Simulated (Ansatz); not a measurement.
The compound is NaPrSe2 (R-3m).

Symmetry: R-3m, No. 166, trigonal system. Conventional cell: a = 4.303 Å, b = 4.303 Å, c = 20.791 Å, α = 90.00°, β = 90.00°, γ = 120.00°. Nearest to Na lie 6 Se at 3.07 Å. Nearest to Pr lie 6 Se at 2.99 Å. Se has 3 Pr at 2.99 Å and 3 Na at 3.07 Å nearest. Farther neighbours and most contacts between anions are not listed.

```
Na Pr Se
1.0
     2.98689    6.02968    2.98689
     2.98689    2.98689    6.02968
     6.02968    2.98689    2.98689
Na Pr Se
1 1 2
Direct
  0.50000 0.50000 0.50000
  0.00000 0.00000 0.00000
  0.74673 0.74673 0.74673
  0.25327 0.25327 0.25327
```

The cell and positions are those that the Materials Project relaxed with its own functionals (PBE, PBE+U or r2SCAN), kept fixed. Spin-orbit coupling is left out unless a run names it. PAW set soft_2, made with PBE.

A constrained-RPA run (Ansatz 0.2.0; non-magnetic LDA; Pr f, bands v1 to c6, 4×4×4 mesh, medium accuracy) builds 7 functions on bands 0.56 eV wide, with 2.0 electrons in the window. The bare on-site interaction is 23.5 eV and the bare J 0.63 eV.

Q: What U and J survive the screening?

On the Pr f shell, U = 4.03 eV (17 % of the bare value), U′ = 3.03 eV, J = 0.48 eV.

The parent state is non-magnetic and the interaction static (zero frequency); U depends on the window and the orbitals, so it belongs to this model alone.

[Paths, hosts, dates, memory and timing lines, banners, echoed tables and standing remarks are left out of the program output.]

[Logs are printed without paths, hosts, clocks, repeated set-up lines and the standing remarks that a program may print on its own settings, such as how far it seeks lower states.]

[Runs of the session that timed out or met a known fault of the program may be left out.]

[Hosts, paths, dates, database ids (printed as entryN), source tags and the programs' standing remarks are cut or masked in the printed files.]
